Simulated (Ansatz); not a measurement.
# Grüneisen parameters and expansion of Mo (Im-3m), part 2 of 3

Aim: how the vibrations of Mo shift with volume, and the expansion that follows.

Ansatz 0.2.0; DFT PBEsol, scalar-relativistic, plane waves, PAW; PAW set soft_1.

So far. Step 2 (Probe on a coarse mesh): The start is under -3.8 GPa at this level and looks like a metal on this mesh. Step 4 (Relaxing to small residual forces and stress): The residual pressure is 6.3e-4 GPa, small enough for phonons.

## Step 5: Phonons, V/V0 1

Phonons at this volume give one point of F(V, T); meshes stay fixed along the series.

input.yaml

```yaml
crystal:
  lattice:
    - [-1.5650514301, 1.5650514301, 1.5650514301]
    - [1.5650514301, -1.5650514301, 1.5650514301]
    - [1.5650514301, 1.5650514301, -1.5650514301]
  atoms:
    - { symbol: Mo, position: [0.0, 0.0, 0.0] }
kpoints:
  mp_grid: { grid: [20, 20, 20] }
hamiltonian:
  xc: pbesol
  pseudopotentials: { kind: paw, azcp: { folder: soft_1 }, xc_functional: pbe }
scf:
  occupations: { method: methfessel_paxton, width: 0.2 }
  lower_state_search: "off"
output:
  eigenvalues: true
phonons:
  method: dfpt
  qmesh: [4, 4, 4]
  temperatures: { t_max: 1000, t_step: 50 }
  qpath:
    path:
      - [[0.0, 0.0, 0.0], [0.5, -0.5, 0.5], [0.0, 0.0, 0.5], [0.0, 0.0, 0.0], [0.25, 0.25, 0.25], [0.5, -0.5, 0.5]]
      - [[0.25, 0.25, 0.25], [0.0, 0.0, 0.5]]
    npoints: 10
```

Launch:

```console
ansatz run input.yaml --threads 8 --pin off --max-ram 16384MiB --backend cpu --events-out ev --progress --plain --runs-dir out
```

Numbers of over 12 decimals in the logs are rounded to 6 here.

Log:

```text
[...]
Crystal: 1 atoms, lattice volume = 15.334 Å³
Basis set: ecut = 420 eV, 321 PW (Γ), exchange–correlation on 40×40×40 points (8 copies of the dense FFT grid, shifted against one another)
Bands: 11, of which v1, the nominal top of the filled ones, is band 7 counted from 1 (6 counted from 0)
Symmetry: 48 space group operations
k-points: 256 of 8000
[...]
SCF iter   1: F=—  HF=-4898.211385 eV  |F-HF|=—  |Δ(HF+E_count)|=         —  Δρ=1.11e-1  dr2=1.87e0  ethr=3.10e-3  ⟨swp⟩=4.9  Hψ=15057  notcnv=0
[...]
SCF iter   8: F=-4897.504207 eV  HF=-4897.504207 eV  |F-HF|=3.64e-12  |Δ(HF+E_count)|=  4.33e-10  S|Δr|=    0.00e0  Δρ=2.59e-7  dr2=3.60e-12  ethr=1.00e-12  ⟨swp⟩=4.1  Hψ=12700  notcnv=0
the search or the solves at the SCF's close seem to have found levels that the self-consistency loop had missed (the run counts 1). By its estimate they hold under 1e-12 electrons; where the run keeps them, the occupations were computed again with them
SCF 1 converged in 8 iterations: F = -4897.504207 eV  dr2 = 3.60e-12
[...]
NSCF: frozen V_eff on 256 k-points
[...]
DFPT response loops at q = (0, 0, 0) (fractional): preconditioner auto → Kerker (q_TF=auto, 2.687 Å⁻¹) (partly filled bands, converged f_vac=0.000); β = 1.00, the filter's whole step (`scf.mixing.beta` (0.50) is not read by the response loops under this deck's `scf.mixing.preconditioner`; to damp them name `kerker` or `kerker_dos`, under which they read `scf.mixing.beta`, and type it under 1.00, their step now; both keys bind the ground state too); Broyden in place of MSR1
[...]
SCF converged after 8 iterations
[...]
Free energy (F): -4897.504207 eV
[...]
Internal energy: -4897.504198 eV  (E = F + TS)
E sigma→0 (E₀):  -4897.504205 eV
Entropy (-TS):   -0.000009 eV (-0.009 meV/atom)
Fermi energy:    21.438381 eV
[...]
--- Band table (eV; the first three rows and the last of 256) ---
  k-point 0: bands = [... 3 lower, -13.0176, 14.0838, 20.0133, 20.0133, 20.0133, 23.0963, 23.0963, 36.1133]
  k-point 1: bands = [... 3 lower, -13.0179, 14.1977, 19.9482, 20.0033, 20.1205, 22.9972, 23.0978, 36.2005]
  k-point 2: bands = [... 3 lower, -13.0188, 14.5259, 19.7647, 19.9606, 20.4386, 22.7660, 23.1059, 36.4226]
  k-point 255: bands = [... 3 lower, -14.0463, 15.8047, 15.8047, 25.5322, 25.5322, 25.5322, 30.5842, 30.5842]
--- Phonons (Γ-DFPT): 1 representative perturbation + reference (Σ response iterations 3) ---
  ASR residual: 5.886e-5 → 0.000e0 eV/Å²; symmetrization residual: 6.063e-13 eV/Å²
  ASR residual per site (eV/Å²): 5.89e-5
  Γ frequencies (cm⁻¹): 0.00 0.00 0.00
--- Phonons (arbitrary-q DFPT): 8 irreducible q on the 4×4×4 mesh ---
  q = [0.0000, 0.0000, 0.0000] (star 1, of the zone-centre solve; hermiticity 1.85e-9, symmetrization 1.03e-8): 0.00 0.00 0.00
  q = [0.0000, 0.0000, 0.2500] (star 12, 2 solved perturbations in 6410 linear systems a pass and spin channel, the states on 4200 of 8000 k-point pairs; hermiticity 5.29e-14, symmetrization 6.66e-14): 117.72 134.83 200.02
[...]
q = [0.2500, 0.2500, 0.2500] (star 2, 1 solved perturbation on 1116 of 8000 k-point pairs; hermiticity 5.06e-14, symmetrization 1.62e-13): 216.63 216.63 216.63
[...]
sum rule: each row above includes the acoustic sum rule's correction from the zone centre's row sums; it moved no ω² by more than (0.41 cm⁻¹)²
  mesh force constants: q→R imaginary residual 0.00e0; ASR residual 5.886e-5 → 0.000e0 eV/Å²; symmetrization residual 1.243e-14 eV/Å²
  interpolated dispersion: 62 rows × 3 modes
  density of states and harmonic sums: on the 28×28×28 q-mesh, interpolated from the force constants of a 4×4×4 supercell (no non-analytic term)
  largest difference from the sums on the solved wave vectors: F 1.04e-2 eV, S 1.44e-5 and C_V 4.03e-6 eV/K
  zero-point energy: 0.036143 eV/cell   skipped modes (ω ≤ 0): 3   left out of the sums: 4.56e-5 of the cell's modes: C_V's classical limit lies that fraction below 3 k_B per atom; for a crystal, a wire or a layer, F and S can be off by more, and a phonons.interpolated_qmesh denser along its periods is the remedy for the sampling
```

Wall time 65 s (8 threads of Arm Neoverse V2, shared host); peak memory 3.2 GiB; 7 min of CPU time.

Numbers from this step:

```
Γ frequencies                            : 0, 0, 0 cm⁻¹ (negative: imaginary)
lowest frequency on the path             : 0 cm⁻¹
zero-point energy                        : 0.03614 eV/cell
highest frequency                        : 269.2 cm⁻¹
Debye temperature from the second moment : 369 K
```

No LO-TO term. The phonon branches at the labelled points (cm⁻¹):

| point | branch 1 | branch 2 | branch 3 |
| --- | --- | --- | --- |
| Γ | 0 | 0 | 0 |
| halfway | 149 | 149 | 240 |
| H | 176 | 176 | 176 |
| halfway | 178 | 216 | 239 |
| N | 164 | 199 | 269 |
| halfway | 118 | 135 | 200 |
| Γ | 0 | 0 | 0 |
| halfway | 167 | 167 | 206 |
| P | 217 | 217 | 217 |
| halfway | 208 | 230 | 230 |
| H | 176 | 176 | 176 |
| jump to P | 217 | 217 | 217 |
| halfway | 198 | 209 | 246 |
| N | 164 | 199 | 269 |

The phonon branches as a text plot (rows in cm⁻¹):

```
    264 |                  *****                               **
    252 |       *         *                                   *
    241 |     ** *       *      *                            *
    230 |                                    **   ****      *
    219 |    *    *     ***                 *  ***    *    *
    208 |              **  *               * **  *******    ***
    196 |             **    ***  *                     **      **
    185 |          * **        *          * *           **    *
    174 |   *    ***********    * *                      **    *
    163 |       *           ***            *                    *
    151 |     **               **        *
    140 |                        *        *
    129 |  * *                     *
    118 |                        *
    107 |   *                     *     **
     95 |                         * *
     84 |                          *
     73 |  *                       *    *
     62 | *                         *
     50 |                           ** *
     39 | *                            *
     28 |                            *
     17 |
      6 |*                            *
         Γ           H       N        Γ         P        H|P    N
```

Tetrahedra on 28 28 28, mean over bins of 5 cm⁻¹. Table of phonon density of states by wavenumber; read off at these points:

| wavenumber (cm⁻¹) | phonon density of states (1/cm⁻¹/cell) |
| --- | --- |
| 2 | 0 |
| 8 | 1.0e-5 |
| 18 | 5.0e-5 |
| 22 | 1.2e-4 |
| 32 | 2.5e-4 |
| 38 | 3.5e-4 |
| 48 | 5.6e-4 |
| 52 | 6.9e-4 |
| 58 | 8.5e-4 |
| 68 | 0.0012 |
| 72 | 0.00141 |
| 82 | 0.0019 |
| 88 | 0.00218 |
| 98 | 0.00283 |
| 102 | 0.00323 |
| 108 | 0.00365 |
| 118 | 0.00468 |
| 122 | 0.0053 |
| 132 | 0.0068 |
| 138 | 0.00774 |
| 148 | 0.0102 |
| 152 | 0.0119 |
| 162 | 0.0178 |
| 168 | 0.0224 |
| 172 | 0.0249 |
| 178 | 0.0337 |
| 182 | 0.0290 |
| 188 | 0.027 |
| 198 | 0.0307 |
| 202 | 0.0340 |
| 212 | 0.0284 |
| 218 | 0.0199 |
| 222 | 0.0136 |
| 232 | 0.0158 |
| 238 | 0.0195 |
| 248 | 0.0319 |
| 252 | 0.0241 |
| 262 | 0.00806 |
| 268 | 0.00308 |

Harmonic. Thermo, by row:

| T (K) | F_vib (meV/atom) | S (J/mol-atom/K) | C_V (J/mol-atom/K) |
| --- | --- | --- | --- |
| 0 | 36.14 | 0 | 0 |
| 50 | 36.01 | 1.155 | 3.744 |
| 100 | 34.03 | 6.971 | 13.58 |
| 150 | 28.68 | 13.58 | 18.72 |
| 200 | 20.11 | 19.34 | 21.14 |
| 250 | 8.79 | 24.21 | 22.41 |
| 300 | -4.86 | 28.36 | 23.15 |
| 350 | -20.52 | 31.97 | 23.61 |
| 400 | -37.92 | 35.14 | 23.91 |
| 450 | -56.88 | 37.97 | 24.12 |
| 500 | -77.23 | 40.52 | 24.27 |
| 550 | -98.84 | 42.84 | 24.39 |
| 600 | -121.6 | 44.97 | 24.48 |
| 650 | -145.4 | 46.93 | 24.54 |
| 700 | -170.2 | 48.75 | 24.6 |
| 750 | -195.9 | 50.45 | 24.64 |
| 800 | -222.5 | 52.04 | 24.68 |
| 850 | -249.8 | 53.54 | 24.71 |
| 900 | -277.9 | 54.95 | 24.73 |
| 950 | -306.8 | 56.29 | 24.75 |
| 1000 | -336.3 | 57.56 | 24.77 |

The modes has structure finer than the step of the table below, so its rows give means over 10 cm⁻¹, whole bins alone (the curve runs from -10 to 287 cm⁻¹). Peaks (cm⁻¹: height): 178.5: 0.0315, 202.7: 0.0347, 249.4: 0.0323.

Phonopy on the run's constants, 21x21x21 mesh, Gaussian sigma 2.1 cm⁻¹. The modes by wavenumber; means over each step:

| wavenumber (cm⁻¹) | modes (1/cm⁻¹/cell) |
| --- | --- |
| 0 | 3.1e-5 |
| 10 | 0 |
| 20 | 9.0e-5 |
| 30 | 2.3e-4 |
| 40 | 4.0e-4 |
| 50 | 7.4e-4 |
| 60 | 6.1e-4 |
| 70 | 0.00182 |
| 80 | 0.00122 |
| 90 | 0.00284 |
| 100 | 0.00243 |
| 110 | 0.00491 |
| 120 | 0.00396 |
| 130 | 0.00719 |
| 140 | 0.00828 |
| 150 | 0.0107 |
| 160 | 0.0164 |
| 170 | 0.0242 |
| 180 | 0.0296 |
| 190 | 0.0273 |
| 200 | 0.0326 |
| 210 | 0.0300 |
| 220 | 0.0175 |
| 230 | 0.0157 |
| 240 | 0.0216 |
| 250 | 0.0271 |
| 260 | 0.0106 |
| 270 | 0.00200 |
| 280 | 1.0e-6 |

No mode is imaginary beyond numerical noise at the solved wavevectors.

## Step 6: A cell at another volume, V/V0 1.015

Symmetry fixes every atom, so a single point at the scaled cell gives the energy and pressure of this member.

input.yaml, the sections that differ from step 5:

```yaml
crystal:
  lattice:
    - [-1.5728378838, 1.5728378838, 1.5728378838]
    - [1.5728378838, -1.5728378838, 1.5728378838]
    - [1.5728378838, 1.5728378838, -1.5728378838]
  atoms:
    - { symbol: Mo, position: [0.0, 0.0, 0.0] }
output:
  forces: true
  stress: true
  eigenvalues: true
# kpoints, hamiltonian, scf: as in step 5
# phonons: removed
```

Log:

```text
[...]
Crystal: 1 atoms, lattice volume = 15.564 Å³
Basis set: ecut = 420 eV, 321 PW (Γ), exchange–correlation on 40×40×40 points (8 copies of the dense FFT grid, shifted against one another)
Bands: 11, of which v1, the nominal top of the filled ones, is band 7 counted from 1 (6 counted from 0)
Symmetry: 48 space group operations
[...]
k-points: 256 of 8000
[...]
SCF iter   1: F=—  HF=-4898.226622 eV  |F-HF|=—  |Δ(HF+E_count)|=         —  Δρ=1.11e-1  dr2=1.92e0  ethr=3.10e-3  ⟨swp⟩=4.9  Hψ=14968  notcnv=0
[...]
SCF iter   6: F=-4897.501258 eV  HF=-4897.501258 eV  |F-HF|=2.48e-8  |Δ(HF+E_count)|=   1.21e-7  S|Δr|=    0.00e0  Δρ=3.12e-5  dr2=4.16e-8  ethr=7.14e-10  ⟨swp⟩=5.0  Hψ=13275  notcnv=0
SCF 1 converged in 6 iterations: F = -4897.501258 eV  dr2 = 4.16e-8
[...]
SCF converged after 6 iterations
[...]
Free energy (F): -4897.501258 eV
[...]
Internal energy: -4897.501372 eV  (E = F + TS)
E sigma→0 (E₀):  -4897.501286 eV
Entropy (-TS):   0.000114 eV (0.114 meV/atom)
Fermi energy:    21.068112 eV
[...]
--- Stress (GPa, compression-positive) ---
       -4.059166       0.000000      -0.000000
       -0.000000      -4.059166       0.000000
        0.000000       0.000000      -4.059166
  P = ⅓ Tr σ = -4.0592 GPa (-40.592 kbar)
--- Band table (eV; the first three rows and the last of 256) ---
  k-point 0: bands = [... 3 lower, -13.4193, 13.7633, 19.6741, 19.6741, 19.6741, 22.7006, 22.7006, 35.7263]
  k-point 1: bands = [... 3 lower, -13.4196, 13.8754, 19.6105, 19.6644, 19.7791, 22.6045, 22.7022, 35.8111]
  k-point 2: bands = [... 3 lower, -13.4204, 14.1983, 19.4312, 19.6227, 20.0908, 22.3797, 22.7105, 36.0260]
  k-point 255: bands = [... 3 lower, -14.4032, 15.5527, 15.5527, 25.0773, 25.0773, 25.0773, 30.0987, 30.0987]
```

Run time: 1 s. Hardware: 8 threads; peak memory 0.31 GiB; 3 s of CPU time.

This step gave:

```
pressure        : -4.059 GPa
volume per atom : 15.56 Å³/atom
```

The run ends at a pressure of -4.06 GPa.

## Step 7: Lattice dynamics at this volume, V/V0 1.015

Phonons at this volume give one point of F(V, T); meshes stay fixed along the series.

input.yaml, as its differences from that of step 6:

```diff
@@ -16,4 +16,11 @@
 output:
-  forces: true
-  stress: true
   eigenvalues: true
+phonons:
+  method: dfpt
+  qmesh: [4, 4, 4]
+  temperatures: { t_max: 1000, t_step: 50 }
+  qpath:
+    path:
+      - [[0.0, 0.0, 0.0], [0.5, -0.5, 0.5], [0.0, 0.0, 0.5], [0.0, 0.0, 0.0], [0.25, 0.25, 0.25], [0.5, -0.5, 0.5]]
+      - [[0.25, 0.25, 0.25], [0.0, 0.0, 0.5]]
+    npoints: 10
```

Log:

```text
[...]
Crystal: 1 atoms, lattice volume = 15.564 Å³
Basis set: ecut = 420 eV, 321 PW (Γ), exchange–correlation on 40×40×40 points (8 copies of the dense FFT grid, shifted against one another)
Bands: 11, of which v1, the nominal top of the filled ones, is band 7 counted from 1 (6 counted from 0)
Symmetry: 48 space group operations
k-points: 256 of 8000
[...]
k-point 255: bands = [... 3 lower, -14.4031, 15.5527, 15.5527, 25.0773, 25.0773, 25.0773, 30.0987, 30.0987]
[...]
ASR residual: 7.909e-5 → 0.000e0 eV/Å²; symmetrization residual: 2.652e-13 eV/Å²
  ASR residual per site (eV/Å²): 7.91e-5
  Γ frequencies (cm⁻¹): 0.00 0.00 0.00
--- Phonons (arbitrary-q DFPT): 8 irreducible q on the 4×4×4 mesh ---
[...]
interpolated dispersion: 62 rows × 3 modes
[...]
[key lines of the parts left out:]
SCF converged after 8 iterations
Free energy (F): -4897.501258 eV
Fermi energy:    21.068137 eV
```

Elapsed: 62 s, on 8 threads; peak memory 3.3 GiB; 6.8 min of CPU time.

No LO-TO term. Phonon branches along the path, in cm⁻¹:

| point | branch 1 | branch 2 | branch 3 |
| --- | --- | --- | --- |
| Γ | 0 | 0 | 0 |
| halfway | 146 | 146 | 236 |
| H | 169 | 169 | 169 |
| halfway | 172 | 212 | 231 |
| N | 159 | 196 | 260 |
| halfway | 115 | 133 | 194 |
| Γ | 0 | 0 | 0 |
| halfway | 164 | 164 | 199 |
| P | 211 | 211 | 211 |
| halfway | 205 | 223 | 223 |
| H | 169 | 169 | 169 |
| jump to P | 211 | 211 | 211 |
| halfway | 193 | 205 | 238 |
| N | 159 | 196 | 260 |

The phonon branches as a text plot (rows in cm⁻¹):

```
    255 |                  *****                               **
    244 |       *         *                                   *
    233 |     ** *       *      *                            *
    222 |                                    **   ****      *
    211 |    *    *     ***                 * ****    *    ***
    201 |              **  ***             * *    ******    *****
    190 |             *       ** *          *          **     *
    179 |          *  *                   *             *
    168 |   *    ***********    * *        *             **    *
    157 |       *           ****                                *
    146 |     **                *        *
    136 |                        *        *
    125 |  * *                     *
    114 |                        **
    103 |   *                           **
     92 |                         * *
     81 |                          *
     70 |  *                       *    *
     60 | *                         *
     49 |                           ** *
     38 | *                            *
     27 |                            *
     16 |
      5 |*                            *
         Γ           H       N        Γ         P        H|P    N
```

No mode is imaginary beyond numerical noise at the solved wavevectors.

## Step 8: A cell at another volume, V/V0 0.985

Symmetry fixes every atom, so a single point at the scaled cell gives the energy and pressure of this member.

input.yaml, the sections that differ from step 7:

```yaml
crystal:
  lattice:
    - [-1.5571867173, 1.5571867173, 1.5571867173]
    - [1.5571867173, -1.5571867173, 1.5571867173]
    - [1.5571867173, 1.5571867173, -1.5571867173]
  atoms:
    - { symbol: Mo, position: [0.0, 0.0, 0.0] }
output:
  forces: true
  stress: true
  eigenvalues: true
# kpoints, hamiltonian, scf: as in step 7
# phonons: removed
```

Log:

```text
[...]
Crystal: 1 atoms, lattice volume = 15.104 Å³
Basis set: ecut = 420 eV, 321 PW (Γ), exchange–correlation on 40×40×40 points (8 copies of the dense FFT grid, shifted against one another)
Bands: 11, of which v1, the nominal top of the filled ones, is band 7 counted from 1 (6 counted from 0)
Symmetry: 48 space group operations
[...]
k-points: 256 of 8000
[...]
--- Band table (eV; the first three rows and the last of 256) ---
  k-point 0: bands = [... 3 lower, -12.6042, 14.4155, 20.3619, 20.3619, 20.3619, 23.5029, 23.5029, 36.5100]
  k-point 1: bands = [... 3 lower, -12.6045, 14.5314, 20.2952, 20.3516, 20.4714, 23.4007, 23.5043, 36.5997]
  k-point 2: bands = [... 3 lower, -12.6056, 14.8650, 20.1073, 20.3078, 20.7960, 23.1629, 23.5122, 36.8292]
  k-point 255: bands = [... 3 lower, -13.6802, 16.0633, 16.0633, 26.0004, 26.0004, 26.0004, 31.0843, 31.0843]
[key lines of the parts left out:]
SCF converged after 6 iterations
Free energy (F): -4897.501102 eV
Fermi energy:    21.819801 eV
P = ⅓ Tr σ = 4.3811 GPa (43.811 kbar)
```

Elapsed: 0.51 s, on 8 threads; peak memory 0.3 GiB.

The run ends at a pressure of 4.38 GPa.

## Step 9: Lattice dynamics at this volume, V/V0 0.985

Phonons at this volume give one point of F(V, T); meshes stay fixed along the series.

input.yaml, as its differences from that of step 8:

```diff
@@ -16,4 +16,11 @@
 output:
-  forces: true
-  stress: true
   eigenvalues: true
+phonons:
+  method: dfpt
+  qmesh: [4, 4, 4]
+  temperatures: { t_max: 1000, t_step: 50 }
+  qpath:
+    path:
+      - [[0.0, 0.0, 0.0], [0.5, -0.5, 0.5], [0.0, 0.0, 0.5], [0.0, 0.0, 0.0], [0.25, 0.25, 0.25], [0.5, -0.5, 0.5]]
+      - [[0.25, 0.25, 0.25], [0.0, 0.0, 0.5]]
+    npoints: 10
```

Log:

```text
[...]
Crystal: 1 atoms, lattice volume = 15.104 Å³
Basis set: ecut = 420 eV, 321 PW (Γ), exchange–correlation on 40×40×40 points (8 copies of the dense FFT grid, shifted against one another)
Bands: 11, of which v1, the nominal top of the filled ones, is band 7 counted from 1 (6 counted from 0)
Symmetry: 48 space group operations
k-points: 256 of 8000
[...]
k-point 255: bands = [... 3 lower, -13.6801, 16.0633, 16.0633, 26.0005, 26.0005, 26.0005, 31.0844, 31.0844]
[...]
ASR residual: 5.875e-5 → 0.000e0 eV/Å²; symmetrization residual: 1.592e-12 eV/Å²
  ASR residual per site (eV/Å²): 5.87e-5
  Γ frequencies (cm⁻¹): 0.00 0.00 0.00
--- Phonons (arbitrary-q DFPT): 8 irreducible q on the 4×4×4 mesh ---
[...]
interpolated dispersion: 62 rows × 3 modes
[...]
[key lines of the parts left out:]
SCF converged after 8 iterations
Free energy (F): -4897.501102 eV
Fermi energy:    21.819822 eV
```

Wall time 61 s (8 threads); peak memory 3.2 GiB; 6.7 min of CPU time.

No mode is imaginary beyond numerical noise at the solved wavevectors.

## Step 10: A cell at another volume, V/V0 1.03

Symmetry fixes every atom, so a single point at the scaled cell gives the energy and pressure of this member.

input.yaml, the sections that differ from step 9:

```yaml
crystal:
  lattice:
    - [-1.5805479966, 1.5805479966, 1.5805479966]
    - [1.5805479966, -1.5805479966, 1.5805479966]
    - [1.5805479966, 1.5805479966, -1.5805479966]
  atoms:
    - { symbol: Mo, position: [0.0, 0.0, 0.0] }
output:
  forces: true
  stress: true
  eigenvalues: true
# kpoints, hamiltonian, scf: as in step 9
# phonons: removed
```

Log:

```text
[...]
Crystal: 1 atoms, lattice volume = 15.794 Å³
Basis set: ecut = 420 eV, 321 PW (Γ), exchange–correlation on 40×40×40 points (8 copies of the dense FFT grid, shifted against one another)
Bands: 11, of which v1, the nominal top of the filled ones, is band 7 counted from 1 (6 counted from 0)
Symmetry: 48 space group operations
[...]
k-points: 256 of 8000
[...]
--- Band table (eV; the first three rows and the last of 256) ---
  k-point 0: bands = [... 3 lower, -13.8096, 13.4536, 19.3439, 19.3439, 19.3439, 22.3156, 22.3156, 35.3486]
  k-point 1: bands = [... 3 lower, -13.8099, 13.5638, 19.2818, 19.3345, 19.4469, 22.2223, 22.3173, 35.4311]
  k-point 2: bands = [... 3 lower, -13.8106, 13.8817, 19.1066, 19.2939, 19.7524, 22.0035, 22.3256, 35.6391]
  k-point 255: bands = [... 3 lower, -14.7510, 15.3070, 15.3070, 24.6352, 24.6352, 24.6352, 29.6272, 29.6272]
[key lines of the parts left out:]
SCF converged after 6 iterations
Free energy (F): -4897.492701 eV
Fermi energy:    20.708496 eV
P = ⅓ Tr σ = -7.8167 GPa (-78.167 kbar)
```

Run time: 0.49 s. Hardware: 8 threads; peak memory 0.3 GiB.

The run ends at a pressure of -7.82 GPa.

(Continued in part 3 of 3.)

[Logs are printed without paths, hosts, clocks, repeated set-up lines and the standing remarks that a program may print on its own settings, such as how far it seeks lower states.]

[Hosts, paths, dates, database ids (printed as entryN), source tags and the programs' standing remarks are cut or masked in the printed files.]

[A step with changed settings may run another functional than the one named; its input shows which.]

[Of the runs on displaced cells, only some may be shown.]
